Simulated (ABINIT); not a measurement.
# CaC2 (R-3m): making up for missing bands, part 2 of 2

Wanted: gap and time of CaC2 (R-3m) with truncated and completed band sums.

ABINIT 10.8.3; PBEsol and many-body steps on it, plane waves. Known limits of the many-body steps: short of the basis limit.

So far. Step 3 (Screening, 4×4×4 mesh, 63 bands, screening to 122.5 eV): Local fields lower ε∞ by 19 %. Step 4 (63 bands): The gap on the mesh goes from 2.59 eV to 4.59 eV, a correction of +2.00 eV.

### Step 6. 17 bands

This step: G0W0 on PBEsol, plane waves, norm-conserving pseudopotentials.

File run.abi:

```
acell 3*1.0 Angstrom
rprim 
  1.944397984288 1.122598699617 3.953874776707
  -1.944397984288 1.122598699617 3.953874776707
  -0.000000000000 -2.245197399304 3.953874776686
ntypat 2
znucl 20 6
natom 3
typat 1 2 2
xred 
  0.000000000000 0.000000000000 0.000000000000
  0.552915000000 0.552915000000 0.552915000000
  0.447085000000 0.447085000000 0.447085000000
pp_dirpath "pseudos"
pseudos "Ca.upf, C.upf"
ecut 37
ngkpt 4 4 4
nshiftk 1
shiftk 0 0 0
kptopt 1
chksymbreak 0
istwfk *1
occopt 1
irdwfk 1
optdriver 4
nband 17
gwcalctyp 0
ecutsigx 37
symsigma 1
nkptgw 3
kptgw 
  0.5000000000 0.5000000000 0.5000000000
  0.5000000000 0.5000000000 0.0000000000
  0.0000000000 0.0000000000 0.0000000000
bdgw 
  7 11
  8 11
  8 11
ecuteps 4.5
irdscr 1
ppmodel 1
indata_prefix "in"
outdata_prefix "out"
tmpdata_prefix "tmp"
```

The run is started by

```bash
OMP_NUM_THREADS=1 mpirun -n 4 abinit run.abi > log
```

Log:

```text
.Version 10.8.3 of ABINIT. v10.8.2 released Aug 2026.

 Symmetries : space group R-3 m (#166); Bravais hR (rhombohedral)
[... echo of the input left out ...]
== DATASET  1 ==================================================================
-   mpi_nproc: 4, omp_nthreads: 1 (-1 if OMP is not activated)

--- !DatasetInfo
iteration_state: {dtset: 1, }
dimensions: {natom: 3, nkpt: 13, mband: 17, nsppol: 1, nspinor: 1, nspden: 1, mpw: 3777, }
cutoff_energies: {ecut:  37.0, pawecutdg:  -1.0, }
electrons: {nelect:   1.80000000E+01, charge:   0.00000000E+00, occopt:   1.00000000E+00, tsmear:   1.00000000E-02, }

 SIGMA: Calculation of the GW corrections

 Based on a program developped by R.W. Godby, V. Olevano, G. Onida, and L. Reining.
 Incorporated in ABINIT by V. Olevano, G.-M. Rignanese, and M. Torrent.
.Using double precision arithmetic ; gwpc =  8

[... cell and pseudopotentials left out ...]
--------------------------------------------------------------------------------

 ==== K-mesh for the wavefunctions ====
 Number of points in the irreducible wedge :    13
[... list of points left out ...]
 Together with 12 symmetry operations and time-reversal symmetry
 yields    64 points in the full Brillouin Zone.

 ==== Q-mesh for screening function ====
 Number of points in the irreducible wedge :    13
[... list of points left out ...]
 Together with 12 symmetry operations and time-reversal symmetry
 yields    64 points in the full Brillouin Zone.

 vcoul_init : cutoff-mode = AUXILIARY_FUNCTION
 q-points for optical limit:   1
     1)      0.000010    0.000020    0.000030
 setmesh: FFT mesh size selected  =    48x   48x   48
          total number of points  =       110592

 Number of electrons calculated from density =   18.0000; Expected =   18.0000
[...]
number of plane-waves for wavefunctions          3777
 number of bands                                    17
 number of q-points in IBZ                          13
 number of frequencies                               2
 number of real frequencies                          1
 number of imag frequencies                          1

 matrix elements of self-energy operator (all in [eV])

 Perturbative Calculation

--- !SelfEnergy_ee
iteration_state: {dtset: 1, }
kpoint     : [   0.500,    0.500,    0.500, ]
spin       : 1
KS_gap     :    5.544
QP_gap     :    7.425
Delta_QP_KS:    1.881
data: !SigmaeeData |
     Band     E0 <VxcDFT>   SigX SigC(E0)      Z dSigC/dE  Sig(E)    E-E0       E
        7   1.052 -13.415 -16.390   2.871   0.773  -0.293 -13.496  -0.081   0.971
        8   1.052 -13.415 -16.390   2.871   0.773  -0.293 -13.496  -0.081   0.971
        9   2.560 -14.924 -18.845   3.961   0.775  -0.290 -14.894   0.030   2.590
[...]
--- !SelfEnergy_ee
iteration_state: {dtset: 1, }
kpoint     : [   0.500,    0.500,    0.000, ]
spin       : 1
KS_gap     :    3.890
QP_gap     :    6.406
Delta_QP_KS:    2.515
data: !SigmaeeData |
     Band     E0 <VxcDFT>   SigX SigC(E0)      Z dSigC/dE  Sig(E)    E-E0       E
[...]
--- !SelfEnergy_ee
iteration_state: {dtset: 1, }
kpoint     : [   0.000,    0.000,    0.000, ]
spin       : 1
KS_gap     :    3.898
QP_gap     :    6.788
Delta_QP_KS:    2.890
data: !SigmaeeData |
     Band     E0 <VxcDFT>   SigX SigC(E0)      Z dSigC/dE  Sig(E)    E-E0       E
[...]
10   5.629 -12.960  -7.505  -1.953   0.812  -0.232 -10.116   2.844   8.473
       11   5.629 -12.960  -7.505  -1.953   0.812  -0.232 -10.116   2.844   8.473

== END DATASET(S) ==============================================================
================================================================================

 -outvars: echo values of variables after computation  --------
           etotal      0.0000000000E+00
            nband          17
             nkpt          13
          spgroup         166
 [... the other variables as echoed above ...]

 Calculation completed.
```

It took 4.8 s on 4 MPI ranks of Intel Xeon Platinum 8488C (Sapphire Rapids), shared host; peak memory 0.87 GiB.

Numbers from this step:

```yaml
g0w0_gap_on_the_mesh: 4.995 eV
starting_gap_on_the_mesh: 2.585 eV
k_of_the_valence_top: 0.5, 0.5, 0.5
k_of_the_conduction_bottom: 0.5, 0.5, 0
z_at_the_valence_top: 0.775
z_at_the_conduction_bottom: 0.821
least_direct_g0w0_gap_on_the_computed_points: 6.406 eV
```

Against G0W0 in ABINIT (4×4×4 mesh, 63 bands, screening to 122.5 eV, Godby-Needs plasmon pole), the gap moves by +0.408 eV.

### Step 7. Screening, 4×4×4 mesh, 17 bands, screening to 122.5 eV

This step: RPA screening on PBEsol, plane waves, norm-conserving pseudopotentials.

Edit run.abi of step 6 so:

```diff
@@ -24,19 +24,10 @@
 irdwfk 1
-optdriver 4
+optdriver 3
 nband 17
-gwcalctyp 0
-ecutsigx 37
-symsigma 1
-nkptgw 3
-kptgw 
-  0.5000000000 0.5000000000 0.5000000000
-  0.5000000000 0.5000000000 0.0000000000
-  0.0000000000 0.0000000000 0.0000000000
-bdgw 
-  7 11
-  8 11
-  8 11
 ecuteps 4.5
-irdscr 1
-ppmodel 1
+inclvkb 2
+awtr 1
+symchi 1
+gwcomp 1
+gwencomp 2
 indata_prefix "in"
```

Log:

```text
.Version 10.8.3 of ABINIT. v10.8.2 released Aug 2026.

 Symmetries : space group R-3 m (#166); Bravais hR (rhombohedral)
[... echo of the input left out ...]
== DATASET  1 ==================================================================
-   mpi_nproc: 4, omp_nthreads: 1 (-1 if OMP is not activated)

--- !DatasetInfo
iteration_state: {dtset: 1, }
dimensions: {natom: 3, nkpt: 13, mband: 17, nsppol: 1, nspinor: 1, nspden: 1, mpw: 3777, }
cutoff_energies: {ecut:  37.0, pawecutdg:  -1.0, }
[...]
--------------------------------------------------------------------------------
[... chi0 elements left out ...]
 For q-point:  0.000010 0.000020 0.000030
  dielectric constant =   3.5213
  dielectric constant without local fields =   4.3512

  Average fulfillment of the sum rule on Im[epsilon] for q-point    1 :    132.48  [%]
[... wings left out ...]
  q-point number  2        q = ( 0.250000, 0.000000, 0.000000) [r.l.u.]
--------------------------------------------------------------------------------
[... chi0 elements left out ...]
  Average fulfillment of the sum rule on Im[epsilon] for q-point    2 :    148.33  [%]

 [... 11 further q-points ...]
```

Run time: 16 s. Hardware: 4 MPI ranks; peak memory 0.73 GiB; 63 s of CPU time.

Numbers from this step:

```
ε∞ with local fields, on this mesh    : 3.521
ε∞ without local fields, on this mesh : 4.351
plasma frequency                      : 21.89 eV
plane waves in the screening matrix   : 169
```

### Step 8. 17 bands, completed

This step: G0W0 on PBEsol, plane waves, norm-conserving pseudopotentials.

Edit run.abi of step 7 so:

```diff
@@ -24,8 +24,19 @@
 irdwfk 1
-optdriver 3
+optdriver 4
 nband 17
+gwcalctyp 0
+ecutsigx 37
+symsigma 1
+nkptgw 3
+kptgw 
+  0.5000000000 0.5000000000 0.5000000000
+  0.5000000000 0.5000000000 0.0000000000
+  0.0000000000 0.0000000000 0.0000000000
+bdgw 
+  7 11
+  8 11
+  8 11
 ecuteps 4.5
-inclvkb 2
-awtr 1
-symchi 1
+irdscr 1
+ppmodel 1
 gwcomp 1
```

Log:

```text
.Version 10.8.3 of ABINIT. v10.8.2 released Aug 2026.

 Symmetries : space group R-3 m (#166); Bravais hR (rhombohedral)
[... echo of the input left out ...]
== DATASET  1 ==================================================================
-   mpi_nproc: 4, omp_nthreads: 1 (-1 if OMP is not activated)

--- !DatasetInfo
iteration_state: {dtset: 1, }
dimensions: {natom: 3, nkpt: 13, mband: 17, nsppol: 1, nspinor: 1, nspden: 1, mpw: 3777, }
cutoff_energies: {ecut:  37.0, pawecutdg:  -1.0, }
[...]
Band     E0 <VxcDFT>   SigX SigC(E0)      Z dSigC/dE  Sig(E)    E-E0       E
[...]
10   5.629 -12.960  -7.505  -3.168   0.823  -0.215 -11.077   1.884   7.513
       11   5.629 -12.960  -7.505  -3.168   0.823  -0.215 -11.077   1.884   7.513

== END DATASET(S) ==============================================================
================================================================================

 -outvars: echo values of variables after computation  --------
           etotal      0.0000000000E+00
            nband          17
             nkpt          13
          spgroup         166
 [... the other variables as echoed above ...]

 Calculation completed.
```

Wall time 5.5 s (4 MPI ranks); peak memory 0.84 GiB.

Numbers from this step:

| Item | Value |
| --- | --- |
| G0W0 gap on the mesh | 4.928 eV |
| starting gap on the mesh | 2.585 eV |
| k of the valence top | 0.5, 0.5, 0.5 |
| k of the conduction bottom | 0.5, 0.5, 0 |
| least direct G0W0 gap on the computed points | 6.282 eV |

Against G0W0 in ABINIT (4×4×4 mesh, 63 bands, screening to 122.5 eV, Godby-Needs plasmon pole), the gap moves by +0.341 eV.

### Step 9. Screening, 4×4×4 mesh, 28 bands, screening to 122.5 eV

This step: RPA screening on PBEsol, plane waves, norm-conserving pseudopotentials.

Edit run.abi of step 8 so:

```diff
@@ -24,21 +24,8 @@
 irdwfk 1
-optdriver 4
-nband 17
-gwcalctyp 0
-ecutsigx 37
-symsigma 1
-nkptgw 3
-kptgw 
-  0.5000000000 0.5000000000 0.5000000000
-  0.5000000000 0.5000000000 0.0000000000
-  0.0000000000 0.0000000000 0.0000000000
-bdgw 
-  7 11
-  8 11
-  8 11
+optdriver 3
+nband 28
 ecuteps 4.5
-irdscr 1
-ppmodel 1
-gwcomp 1
-gwencomp 2
+inclvkb 2
+awtr 1
+symchi 1
 indata_prefix "in"
```

Log:

```text
.Version 10.8.3 of ABINIT. v10.8.2 released Aug 2026.

 Symmetries : space group R-3 m (#166); Bravais hR (rhombohedral)
[... echo of the input left out ...]
== DATASET  1 ==================================================================
-   mpi_nproc: 4, omp_nthreads: 1 (-1 if OMP is not activated)

--- !DatasetInfo
iteration_state: {dtset: 1, }
dimensions: {natom: 3, nkpt: 13, mband: 28, nsppol: 1, nspinor: 1, nspden: 1, mpw: 3777, }
cutoff_energies: {ecut:  37.0, pawecutdg:  -1.0, }
[...]
--------------------------------------------------------------------------------
[... chi0 elements left out ...]
 For q-point:  0.000010 0.000020 0.000030
  dielectric constant =   3.7563
  dielectric constant without local fields =   4.6719

  Average fulfillment of the sum rule on Im[epsilon] for q-point    1 :     34.87  [%]
[... wings left out ...]
  q-point number  2        q = ( 0.250000, 0.000000, 0.000000) [r.l.u.]
--------------------------------------------------------------------------------
[... chi0 elements left out ...]
  Average fulfillment of the sum rule on Im[epsilon] for q-point    2 :     55.88  [%]

 [... 11 further q-points ...]
```

Run time: 12 s. Hardware: 4 MPI ranks; peak memory 0.78 GiB.

This step gave:

```
ε∞ with local fields, on this mesh    : 3.756
ε∞ without local fields, on this mesh : 4.672
plasma frequency                      : 21.89 eV
plane waves in the screening matrix   : 169
```

### Step 10. 28 bands

This step: G0W0 on PBEsol, plane waves, norm-conserving pseudopotentials.

Edit run.abi of step 9 so:

```diff
@@ -24,8 +24,19 @@
 irdwfk 1
-optdriver 3
+optdriver 4
 nband 28
+gwcalctyp 0
+ecutsigx 37
+symsigma 1
+nkptgw 3
+kptgw 
+  0.5000000000 0.5000000000 0.5000000000
+  0.5000000000 0.5000000000 0.0000000000
+  0.0000000000 0.0000000000 0.0000000000
+bdgw 
+  7 11
+  8 11
+  8 11
 ecuteps 4.5
-inclvkb 2
-awtr 1
-symchi 1
+irdscr 1
+ppmodel 1
 indata_prefix "in"
```

Log:

```text
.Version 10.8.3 of ABINIT. v10.8.2 released Aug 2026.

 Symmetries : space group R-3 m (#166); Bravais hR (rhombohedral)
[... echo of the input left out ...]
== DATASET  1 ==================================================================
-   mpi_nproc: 4, omp_nthreads: 1 (-1 if OMP is not activated)

--- !DatasetInfo
iteration_state: {dtset: 1, }
dimensions: {natom: 3, nkpt: 13, mband: 28, nsppol: 1, nspinor: 1, nspden: 1, mpw: 3777, }
cutoff_energies: {ecut:  37.0, pawecutdg:  -1.0, }
[...]
Band     E0 <VxcDFT>   SigX SigC(E0)      Z dSigC/dE  Sig(E)    E-E0       E
[...]
10   5.629 -12.960  -7.505  -2.590   0.812  -0.231 -10.633   2.327   7.956
       11   5.629 -12.960  -7.505  -2.590   0.812  -0.231 -10.633   2.327   7.956

== END DATASET(S) ==============================================================
================================================================================

 -outvars: echo values of variables after computation  --------
           etotal      0.0000000000E+00
            nband          28
             nkpt          13
          spgroup         166
 [... the other variables as echoed above ...]

 Calculation completed.
```

It took 5.5 s on 4 MPI ranks; peak memory 0.87 GiB; 21 s of CPU time.

This step gave:

```
G0W0 gap on the mesh                         : 4.547 eV
starting gap on the mesh                     : 2.585 eV
k of the valence top                         : 0.5, 0.5, 0.5
k of the conduction bottom                   : 0.5, 0.5, 0
least direct G0W0 gap on the computed points : 5.977 eV
```

Against G0W0 in ABINIT (4×4×4 mesh, 63 bands, screening to 122.5 eV, Godby-Needs plasmon pole), the gap moves by −0.040 eV.

### Step 11. Screening, 4×4×4 mesh, 28 bands, screening to 122.5 eV

This step: RPA screening on PBEsol, plane waves, norm-conserving pseudopotentials.

Edit run.abi of step 10 so:

```diff
@@ -24,19 +24,10 @@
 irdwfk 1
-optdriver 4
+optdriver 3
 nband 28
-gwcalctyp 0
-ecutsigx 37
-symsigma 1
-nkptgw 3
-kptgw 
-  0.5000000000 0.5000000000 0.5000000000
-  0.5000000000 0.5000000000 0.0000000000
-  0.0000000000 0.0000000000 0.0000000000
-bdgw 
-  7 11
-  8 11
-  8 11
 ecuteps 4.5
-irdscr 1
-ppmodel 1
+inclvkb 2
+awtr 1
+symchi 1
+gwcomp 1
+gwencomp 2
 indata_prefix "in"
```

Log:

```text
.Version 10.8.3 of ABINIT. v10.8.2 released Aug 2026.

 Symmetries : space group R-3 m (#166); Bravais hR (rhombohedral)
[... echo of the input left out ...]
== DATASET  1 ==================================================================
-   mpi_nproc: 4, omp_nthreads: 1 (-1 if OMP is not activated)

--- !DatasetInfo
iteration_state: {dtset: 1, }
dimensions: {natom: 3, nkpt: 13, mband: 28, nsppol: 1, nspinor: 1, nspden: 1, mpw: 3777, }
cutoff_energies: {ecut:  37.0, pawecutdg:  -1.0, }
[...]
--------------------------------------------------------------------------------
[... chi0 elements left out ...]
 For q-point:  0.000010 0.000020 0.000030
  dielectric constant =   3.7887
  dielectric constant without local fields =   4.6719

  Average fulfillment of the sum rule on Im[epsilon] for q-point    1 :    119.40  [%]
[... wings left out ...]
  q-point number  2        q = ( 0.250000, 0.000000, 0.000000) [r.l.u.]
--------------------------------------------------------------------------------
[... chi0 elements left out ...]
  Average fulfillment of the sum rule on Im[epsilon] for q-point    2 :    112.09  [%]

 [... 11 further q-points ...]
```

Run time: 22 s. Hardware: 4 MPI ranks; peak memory 0.8 GiB.

Numbers from this step:

| Quantity | Value |
| --- | --- |
| ε∞ with local fields, on this mesh | 3.789 |
| ε∞ without local fields, on this mesh | 4.672 |
| plasma frequency | 21.89 eV |
| plane waves in the screening matrix | 169 |

### Step 12. 28 bands, completed

This step: G0W0 on PBEsol, plane waves, norm-conserving pseudopotentials.

Edit run.abi of step 11 so:

```diff
@@ -24,8 +24,19 @@
 irdwfk 1
-optdriver 3
+optdriver 4
 nband 28
+gwcalctyp 0
+ecutsigx 37
+symsigma 1
+nkptgw 3
+kptgw 
+  0.5000000000 0.5000000000 0.5000000000
+  0.5000000000 0.5000000000 0.0000000000
+  0.0000000000 0.0000000000 0.0000000000
+bdgw 
+  7 11
+  8 11
+  8 11
 ecuteps 4.5
-inclvkb 2
-awtr 1
-symchi 1
+irdscr 1
+ppmodel 1
 gwcomp 1
```

Log:

```text
.Version 10.8.3 of ABINIT. v10.8.2 released Aug 2026.

 Symmetries : space group R-3 m (#166); Bravais hR (rhombohedral)
[... echo of the input left out ...]
== DATASET  1 ==================================================================
-   mpi_nproc: 4, omp_nthreads: 1 (-1 if OMP is not activated)

--- !DatasetInfo
iteration_state: {dtset: 1, }
dimensions: {natom: 3, nkpt: 13, mband: 28, nsppol: 1, nspinor: 1, nspden: 1, mpw: 3777, }
cutoff_energies: {ecut:  37.0, pawecutdg:  -1.0, }
[...]
Band     E0 <VxcDFT>   SigX SigC(E0)      Z dSigC/dE  Sig(E)    E-E0       E
[...]
10   5.629 -12.960  -7.505  -3.469   0.814  -0.228 -11.343   1.618   7.247
       11   5.629 -12.960  -7.505  -3.469   0.814  -0.228 -11.343   1.618   7.247

== END DATASET(S) ==============================================================
================================================================================

 -outvars: echo values of variables after computation  --------
           etotal      0.0000000000E+00
            nband          28
             nkpt          13
          spgroup         166
 [... the other variables as echoed above ...]

 Calculation completed.
```

It took 5.6 s on 4 MPI ranks; peak memory 0.87 GiB; 21 s of CPU time.

Read from the output:

```yaml
g0w0_gap_on_the_mesh: 4.605 eV
starting_gap_on_the_mesh: 2.585 eV
k_of_the_valence_top: 0.5, 0.5, 0.5
k_of_the_conduction_bottom: 0.5, 0.5, 0
least_direct_g0w0_gap_on_the_computed_points: 5.971 eV
```

Against G0W0 in ABINIT (4×4×4 mesh, 63 bands, screening to 122.5 eV, Godby-Needs plasmon pole), the gap moves by +0.018 eV.

### Step 13. The runs together

Times are wall times on 4 MPI ranks of Intel Xeon Platinum 8488C (Sapphire Rapids), shared host, good to a factor of about two. A run's time includes the screening step that it read.

```csv
run,mesh,bands,screening cutoff (eV),DFT gap (eV),gap on the mesh (eV),direct (eV),ε∞ used,time
63 bands,4×4×4,63,122.5,2.585,4.587,5.960,3.79,36 s
17 bands,4×4×4,17,122.5,2.585,4.995,6.406,3.45,11 s
"17 bands, completed",4×4×4,17,122.5,2.585,4.928,6.282,3.52,22 s
28 bands,4×4×4,28,122.5,2.585,4.547,5.977,3.76,17 s
"28 bands, completed",4×4×4,28,122.5,2.585,4.605,5.971,3.79,28 s
```

### Step 14. Results

| Property | Result |
| --- | --- |
| 63 bands | 4.587 eV |
| 17 bands | 4.995 eV |
| 17 bands, completed | 4.928 eV |
| 28 bands | 4.547 eV |
| 28 bands, completed | 4.605 eV |

In words: 17 bands: +0.408 eV against 63 bands. 17 bands, completed: +0.341 eV against 63 bands. 28 bands: −0.040 eV against 63 bands. 28 bands, completed: +0.018 eV against 63 bands. The row with most bands is itself short of the limit, so it is no exact reference, and agreement of a truncated run with it can be a cancellation between the edges.

[Long decimals in the printed logs are rounded to 6 places.]

[Logs are printed without paths, hosts, clocks, repeated set-up lines and the standing remarks that a program may print on its own settings, such as how far it seeks lower states.]

[Paths, hosts, dates, memory and timing lines, banners, echoed tables and standing remarks are left out of the program output; an Ansatz launch command may be rebuilt from the run's recorded settings. Measured values are a selection of at most five: reports struck by readers or far from the other reports are left out. None is set beside runs whose start may be inverted or whose files or cutoffs have a known fault.]

[Runs of the session that timed out or met a known fault of the program may be left out.]

[Hosts, paths, dates, database ids (printed as entryN), source tags and the programs' standing remarks are cut or masked in the printed files.]

[G0W0 gaps are taken among the corrected bands and points alone; a level outside them can change the order at an edge.]

[Where Ansatz stands beside ABINIT at settings called matched, ABINIT's density can come from a denser mesh and the files from another edition; pairs whose starting gaps differed by over 0.03 eV were left out, so agreement reads better than it is.]
